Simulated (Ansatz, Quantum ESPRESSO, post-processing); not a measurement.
# Be chain with one bond drawn out by 2.0 Å: ballistic transmission, part 4 of 4

How well does the junction conduct in the ballistic limit? It is: Be chain with one bond drawn out by 2.0 Å.

Quantum ESPRESSO 7.5; plane-wave DFT, LDA, GBRV ultrasoft pseudopotentials; cross-check by Ansatz 0.2.0 with PAW datasets.

So far. Step 2 (Self-consistent run): The run needed 22 iterations to bring the estimated error under 1e-07 Ry; the largest force on any atom, held or free, is 0.77 eV/Å. Step 3 (Transmission with pwcond.x): At no point does T exceed the number of channels.

## (5) The same in Ansatz

As a check, the same structure is run in Ansatz.

Level of this step: plane-wave DFT, LDA, Ansatz PAW (Ansatz 0.2.0).

input.yaml

```yaml
crystal:
  lattice:
    - [7.5, 0.0, 0.0]
    - [0.0, 7.5, 0.0]
    - [0.0, 0.0, 23.5]
  atoms:
    - { symbol: Be, position: [0.5, 0.5, 0.0] }
    - { symbol: Be, position: [0.5, 0.5, 0.0914893617] }
    - { symbol: Be, position: [0.5, 0.5, 0.1829787234] }
    - { symbol: Be, position: [0.5, 0.5, 0.2744680851] }
    - { symbol: Be, position: [0.5, 0.5, 0.3659574468] }
    - { symbol: Be, position: [0.5, 0.5, 0.5425531915] }
    - { symbol: Be, position: [0.5, 0.5, 0.6340425532] }
    - { symbol: Be, position: [0.5, 0.5, 0.7255319149] }
    - { symbol: Be, position: [0.5, 0.5, 0.8170212766] }
    - { symbol: Be, position: [0.5, 0.5, 0.9085106383] }
kpoints:
  mp_grid: { grid: [1, 1, 4] }
hamiltonian:
  xc: lda
scf:
  occupations: { method: fermi_dirac, width: 0.1 }
  convergence: { dr2_threshold: 1.0e-08 }
output:
  transmission:
    leads: [[0, 1]]
    e_range: [-2.0, 2.0]
    de: 0.05
    kmesh: [1, 1]
    reduced_basis: true
  write_potential: true
  write_density: true
  volumetric_format: npy
  elf: true
```

Launch:

```
ansatz run input.yaml --threads 2 --pin off --max-ram 4096MiB --backend cpu --events-out ev --progress --plain --runs-dir out
```

Numbers of over 12 decimals in the logs are rounded to 6 here.

Log:

```text
Engine: ansatz 0.2.0, aarch64-unknown-linux-gnu
Pseudopotentials: kind: paw
Pseudopotential: Be, paw, valence charge 2, recommended cutoff 420 eV (normal), Be.paw.azcp
Functional definition: SPW92
  exchange = slater_x
  correlation = pw_c
Crystal: 10 atoms, lattice volume = 1321.875 Å³
Basis set: ecut = 420 eV, 25847 PW (Γ)
Bands: 20, of which v1, the nominal top of the filled ones, is band 10 counted from 1 (9 counted from 0)
Symmetry: 16 space group operations
Space group: P4/mmm (ITA 123), of the structure as read, at distance tolerance 1.1e-4 Å
k-points: 3 of 4
Non-local potential: Be, projectors of the file, l = 0: 2, l = 1: 2, l = 2: 1
PAW form: soft (Blöchl's): semilocal exchange-correlation on the pseudo side does not see the compensation charge
PAW frozen core: Be, regenerated for the run's functional, and the local potential with it (the file was generated under x = pbe(κ = 0.804, μ = 0.219515), c = pbe(β = 0.066725))
PAW one-centre angular grid: Be, 110 points (default); XC on 64 Gauss nodes
Initial density: superposition of atomic densities (neutral atoms: chi_scale 0, normalization atom), corrected by the library's trained network
Initial wavefunctions: pseudopotential atomic-orbital guess
Functional: x = slater, c = lda
SCF iter   1: F=—  HF=-853.240501 eV  |F-HF|=—  |Δ(HF+E_count)|=         —  Δρ=3.58e-3  dr2=1.63e0  ethr=1.77e-3  ⟨swp⟩=14.0  Hψ=533  notcnv=0
preconditioner: auto → LDOS  [insulator: Δε(μ)=0.336 eV  Ē_g=3.066 eV  σ=0.100 eV  W_gap=0.62  n_scr=58 (ndim 8)  ℏωp=4.6 eV  f_vac=0.420  D(μ)=7.33/eV (n_scr^D=26)  ε∞_Penn≈3.2  β→1.0]
SCF iter   2: F=—  HF=-853.083878 eV  |F-HF|=—  |Δ(HF+E_count)|=   1.57e-1  Δρ=1.30e-3  dr2=3.54e-2  ethr=1.77e-3  ⟨swp⟩=4.3  Hψ=153  notcnv=0
SCF iter   3: F=—  HF=-853.086426 eV  |F-HF|=—  |Δ(HF+E_count)|=   2.55e-3  Δρ=3.02e-4  dr2=5.43e-3  ethr=1.77e-4  ⟨swp⟩=1.0  Hψ=60  notcnv=0
SCF iter   4: F=—  HF=-853.085828 eV  |F-HF|=—  |Δ(HF+E_count)|=   5.98e-4  Δρ=1.31e-4  dr2=1.02e-3  ethr=2.71e-5  ⟨swp⟩=2.0  Hψ=96  notcnv=0
SCF iter   5: F=—  HF=-853.085726 eV  |F-HF|=—  |Δ(HF+E_count)|=   1.02e-4  Δρ=4.03e-5  dr2=2.18e-4  ethr=5.11e-6  ⟨swp⟩=1.7  Hψ=78  notcnv=0
SCF iter   6: F=—  HF=-853.085705 eV  |F-HF|=—  |Δ(HF+E_count)|=   2.14e-5  Δρ=1.34e-5  dr2=1.15e-5  ethr=1.09e-6  ⟨swp⟩=1.0  Hψ=60  notcnv=0
SCF iter   7: F=—  HF=-853.085707 eV  |F-HF|=—  |Δ(HF+E_count)|=   2.44e-6  Δρ=4.75e-6  dr2=7.01e-7  ethr=5.77e-8  ⟨swp⟩=3.0  Hψ=124  notcnv=0
SCF iter   8: F=—  HF=-853.085668 eV  |F-HF|=—  |Δ(HF+E_count)|=   3.92e-5  Δρ=1.74e-6  dr2=1.86e-7  ethr=3.50e-9  ⟨swp⟩=2.0  Hψ=104  notcnv=0
SCF iter   9: F=—  HF=-853.085668 eV  |F-HF|=—  |Δ(HF+E_count)|=   2.64e-8  Δρ=7.52e-7  dr2=3.43e-8  ethr=9.31e-10  ⟨swp⟩=2.0  Hψ=86  notcnv=0
SCF iter  10: F=-853.085668 eV  HF=-853.085668 eV  |F-HF|=1.54e-9  |Δ(HF+E_count)|=   6.06e-9  Δρ=2.33e-7  dr2=2.49e-9  ethr=5.00e-11  ⟨swp⟩=4.0  Hψ=170  notcnv=0
SCF 1 converged in 10 iterations: F = -853.085668 eV  dr2 = 2.49e-9
  greatest PAW one-centre occupation: 0.419 electrons in one spin orbital (limit 2), on the Be atom at site 6 (counted from 0), in its partial waves of l = 0
transmission: 30 of 180 steps passed
transmission: 60 of 180 steps passed
[...]
transmission: 180 of 180 steps passed
SCF converged after 10 iterations
Free energy (F): -853.085668 eV
Harris-Foulkes:  -853.085668 eV  (|F-HF|=1.54e-9)
Internal energy: -852.731694 eV  (E = F + TS)
E sigma→0 (E₀):  -852.908681 eV
Entropy (-TS):   -0.353974 eV (-35.397 meV/atom)
Fermi energy:    -2.719361 eV
--- Per-component energies (eV) ---
  E_band       = -100.873125
  E_kinetic    = 144.105389
  E_local      = -472.997803  (includes V_loc(G=0)·N_el)
  E_nonlocal   = 59.908090
  E_hartree    = 172.202566
  E_xc         = -159.122318
  E_vxc        = -161.050723  (∫ρ·V_xc dr)
  E_paw        = -550.928146  (= ΣΔE_a)
  E_vpaw       = -15.242810  (= ΣTr[D̂ρ^β])
  E_aug_tail   = -0.000004  (compensation charges beyond the density's cutoff)
  E_ewald      = -46.202339
  E_core_change = 0.302871  (= ΣΔE_core)
  E_smearing   = -0.353974  (= −TS)
  E_closure    = 0.000000  (closes the sum)
  Σ components = -853.085668   (vs F -853.085668, Δ=0.00e0)
--- Band table (eV) ---
  k-point 0: bands = [... 6 lower, -4.4766, -3.7309, -3.2237, -2.7675, -2.5127, -2.5127, -2.4097, -2.4097, ... 6 higher]
  k-point 1: bands = [... 6 lower, -4.4393, -3.7827, -3.1603, -2.8027, -2.5042, -2.5042, -2.4266, -2.4266, ... 6 higher]
  k-point 2: bands = [... 6 lower, -4.4009, -3.8320, -3.0898, -2.8505, -2.4908, -2.4908, -2.4476, -2.4476, ... 6 higher]
--- Transmission ---
  basis      : 497 plane waves across, 30 finite elements along
  points     : 1, standing for a mesh of 1 x 1
  energies   : 81 from -2.000000 to 2.000000 eV about the Fermi level, 0.050000 eV apart; the leads are filled to 0.000000 eV, and channels, transmission and decay are at 0.000000 eV
  crystal 0  : Be1, at the sites [0, 1], period 2.1500 Å, over 21.50 Å; its Hamiltonian steps by up to 24.9 meV
    offset         : up to 0.0000 Å between an atom of the period and one for which it stands
    channels       : 0.000000e0 a spin
    conductance    : none, the energies end too early or step too widely for 300 K: set another output.transmission.e_range or a lower de, or, where they end at an eighth of basis.ecutwfc, a higher one
    slowest decay  : 0.0740 /Å at (0.0000, 0.0000)
  junction   : crystal 0 to crystal 0, -0.42 to 20.93 Å
    transmission   : 0.000000e0 a spin
    error estimate : 0.000000e0 a spin from the reduction of the transverse basis, at the most 1.999020e-5 at -0.100000 eV
    conductance    : none, the energies end too early or step too widely for 300 K: set another output.transmission.e_range or a lower de, or, where they end at an eighth of basis.ecutwfc, a higher one
```

Run time: 32 s. Hardware: 2 threads of Arm Neoverse V1, shared host; peak memory 0.97 GiB; 61 s of CPU time.

Read from the output:

- free energy: -853.0857 eV
- energy at zero smearing: -852.9087 eV
- smearing term TS: 0.3540 eV
- Fermi energy: -2.719 eV
- symmetry operations: 16
- step of the lead's Hamiltonian over a period: 24.9 meV

Per spin. Table of transmission by energy, zero at the Fermi level:

```
energy (eV)  transmission
     -2.000        0.0290
     -1.800        0.0326
     -1.600        0.0370
     -1.400        0.0424
     -1.200        0.0496
     -1.000        0.0597
     -0.800        0.0753
     -0.600         0.102
     -0.400         0.158
     -0.200         0.315
     -0.100         0.559
      0.000             0
      0.200             0
      0.400        0.0483
      0.600        0.0563
      0.800        0.0708
      1.000        0.0880
      1.200         0.106
      1.400         0.125
      1.600         0.145
      1.800         0.166
      2.000         0.188
```

Per spin. Table of open channels by energy, zero at the Fermi level:

energy (eV), open channels and a bar:
```
    -2.00       1.00 ###############
    -1.90       1.00 ###############
    -1.80       1.00 ###############
    -1.70       1.00 ###############
    -1.55       1.00 ###############
    -1.45       1.00 ###############
    -1.35       1.00 ###############
    -1.25       1.00 ###############
    -1.15       1.00 ###############
    -1.05       1.00 ###############
    -0.90       1.00 ###############
    -0.80       1.00 ###############
    -0.70       1.00 ###############
    -0.60       1.00 ###############
    -0.50       1.00 ###############
    -0.40       1.00 ###############
    -0.25       1.00 ###############
    -0.15       1.00 ###############
    -0.05       0.00 
     0.00       0.00 
     0.05       0.00 
     0.15       0.00 
     0.25       0.00 
     0.40       2.00 ##############################
     0.50       2.00 ##############################
     0.60       2.00 ##############################
     0.70       2.00 ##############################
     0.80       2.00 ##############################
     0.90       2.00 ##############################
     1.05       2.00 ##############################
     1.15       2.00 ##############################
     1.25       2.00 ##############################
     1.35       2.00 ##############################
     1.45       2.00 ##############################
     1.55       2.00 ##############################
     1.70       2.00 ##############################
     1.80       2.00 ##############################
     1.90       2.00 ##############################
     2.00       2.00 ##############################
```

Valence density in the ca plane at fractional y = 0.500, with atoms of Be within 0.2 Å of it. It is the smooth field of the valence electrons, not physical close to the nuclei.

Values in e/Å³, 11 rows by 16 columns, each cell a mean:
```
0.00 0.00 0.00 0.00 0.00 0.00 0.00 0.00 0.00 0.00 0.00 0.00 0.00 0.00 0.00 0.00
0.00 0.00 0.00 0.00 0.00 0.00 0.00 0.00 0.00 0.00 0.00 0.00 0.00 0.00 0.00 0.00
0.01 0.01 0.01 0.01 0.01 0.01 0.01 0.01 0.01 0.01 0.01 0.01 0.01 0.01 0.01 0.01
0.06 0.05 0.03 0.02 0.04 0.06 0.06 0.05 0.07 0.05 0.07 0.06 0.06 0.06 0.06 0.06
0.24 0.12 0.08 0.04 0.10 0.14 0.24 0.15 0.25 0.15 0.24 0.17 0.23 0.19 0.21 0.22
0.35 0.12 0.11 0.05 0.14 0.14 0.36 0.17 0.38 0.19 0.36 0.23 0.34 0.27 0.29 0.32
0.18 0.11 0.06 0.03 0.08 0.12 0.18 0.12 0.18 0.13 0.18 0.14 0.17 0.15 0.16 0.16
0.04 0.03 0.02 0.01 0.02 0.04 0.04 0.04 0.04 0.04 0.04 0.04 0.04 0.04 0.04 0.04
0.01 0.01 0.01 0.00 0.01 0.01 0.01 0.01 0.01 0.01 0.01 0.01 0.01 0.01 0.01 0.01
0.00 0.00 0.00 0.00 0.00 0.00 0.00 0.00 0.00 0.00 0.00 0.00 0.00 0.00 0.00 0.00
0.00 0.00 0.00 0.00 0.00 0.00 0.00 0.00 0.00 0.00 0.00 0.00 0.00 0.00 0.00 0.00
```
Columns run along c (16.0 Å, from fractional 0.32 to 1.00 of the cell), rows up along a (7.5 Å). Atoms in or near the plane, at fractional coordinates: Be at (0.37, 0.50), Be at (0.54, 0.50), Be at (0.63, 0.50), Be at (0.73, 0.50), Be at (0.82, 0.50), Be at (0.91, 0.50).

Electrostatic potential energy in the ca plane at fractional y = 0.500, with atoms of Be within 0.2 Å of it. With pseudopotentials it is smooth inside the atoms' cores, unlike the true potential.

Ten even steps from '0' (-41 eV) to '9' (1 eV), each cell a mean:
```
99999999999999999999999999999999999999999999
99999999999999999999999999999999999999999999
99999999999999999999999999999999999999999999
99999999999999999999999999999999999999999999
99999999999999999999999999999999999999999999
99999999999999999999999999999999999999999999
99988999999999889999899999899999999999999999
98777899999998778998778998778997778987789987
87412689999985126885126884137884137873148873
86100589999972003771004871005860006860016850
87200589999983004873005872016871016861027860
88645799999987457887457986468986468986468985
99888999999998888998889998889998889998889998
99999999999999999999999999999999999999999999
99999999999999999999999999999999999999999999
99999999999999999999999999999999999999999999
99999999999999999999999999999999999999999999
99999999999999999999999999999999999999999999
99999999999999999999999999999999999999999999
99999999999999999999999999999999999999999999
```
Columns run along c (16.0 Å, from fractional 0.32 to 1.00 of the cell; values clipped at the 3rd and 97th percentile), rows up along a (7.5 Å). Atoms in or near the plane, at fractional coordinates: Be at (0.37, 0.50), Be at (0.54, 0.50), Be at (0.63, 0.50), Be at (0.73, 0.50), Be at (0.82, 0.50), Be at (0.91, 0.50).

## (6) All levels side by side

All levels:

| step | T at the Fermi level (per spin) | conductance (G0) | r.m.s. T(E) from the first | CPU time of the step (s) | peak memory (GiB) |
| --- | --- | --- | --- | --- | --- |
| Ansatz | 0 | - | 0 | 60.84 | 0.969 |
| pwcond | 0 | 0 | 0.1013 | 391.5 | 0.38 |
| pwcond, changed setting | 0 | 0 | 0.1014 | 106.7 | 0.38 |

Per spin. The transmission by energy, zero at the Fermi level:

| energy (eV) | Ansatz | pwcond | pwcond, changed setting |
| --- | --- | --- | --- |
| -2.00 | 0.0290 | 0.0236 | 0.0233 |
| -1.90 | 0.0307 | 0.0245 | 0.0240 |
| -1.70 | 0.0347 | 0.0277 | 0.0269 |
| -1.60 | 0.0370 | 0.0295 | 0.0286 |
| -1.40 | 0.0424 | 0.0323 | 0.0315 |
| -1.30 | 0.0457 | 0.0334 | 0.0325 |
| -1.20 | 0.0496 | 0.0344 | 0.0333 |
| -1.00 | 0.0597 | 0.0375 | 0.0359 |
| -0.90 | 0.0665 | 0.0404 | 0.0383 |
| -0.80 | 0.0753 | 0.0447 | 0.0420 |
| -0.60 | 0.102 | 0.0606 | 0.0559 |
| -0.50 | 0.125 | 0.0740 | 0.0679 |
| -0.30 | 0.213 | 0.104 | 0.0967 |
| -0.20 | 0.315 | 0.0397 | 0.0456 |
| -0.10 | 0.559 | 0 | 0 |
| 0.00 | 0 | 0 | 0 |
| 0.10 | 0 | 0 | 0 |
| 0.20 | 0 | 0.0413 | 0.0424 |
| 0.30 | 0.0256 | 0.0274 | 0.0275 |
| 0.50 | 0.0512 | 0.0366 | 0.0365 |
| 0.60 | 0.0563 | 0.0478 | 0.0476 |
| 0.80 | 0.0708 | 0.0677 | 0.0676 |
| 0.90 | 0.0792 | 0.0740 | 0.0739 |
| 1.00 | 0.0880 | 0.0801 | 0.0801 |
| 1.20 | 0.106 | 0.0983 | 0.0982 |
| 1.30 | 0.116 | 0.112 | 0.111 |
| 1.40 | 0.125 | 0.127 | 0.127 |
| 1.60 | 0.145 | 0.160 | 0.160 |
| 1.70 | 0.156 | 0.172 | 0.172 |
| 1.90 | 0.177 | 0.172 | 0.173 |
| 2.00 | 0.188 | 0.132 | 0.135 |

## (7) Summary of results

- conductance by pwcond, in doubt: 0 G₀
- conductance by Ansatz: 0 G₀

pwcond (LDA, GBRV ultrasoft) gives 0 G₀ and Ansatz (PAW) 0 G₀ a cell at the Fermi level; both codes find a gap in the lead at the Fermi level, so the value says nothing about the junction. No independent third code was run. In the second code the Fermi level lies in a gap of the lead, so a small shift of that gap decides the value. The geometry is as built, not relaxed, and the leads are short.

[Logs are printed without paths, hosts, clocks, repeated set-up lines and the standing remarks that a program may print on its own settings, such as how far it seeks lower states.]

[Hosts, paths, dates, database ids (printed as entryN), source tags and the programs' standing remarks are cut or masked in the printed files.]

[Maps of the electrostatic potential energy from Ansatz leave out the sawtooth potential of an applied field or a dipole correction, so their vacuum need not be flat; planar profiles and work functions include it.]
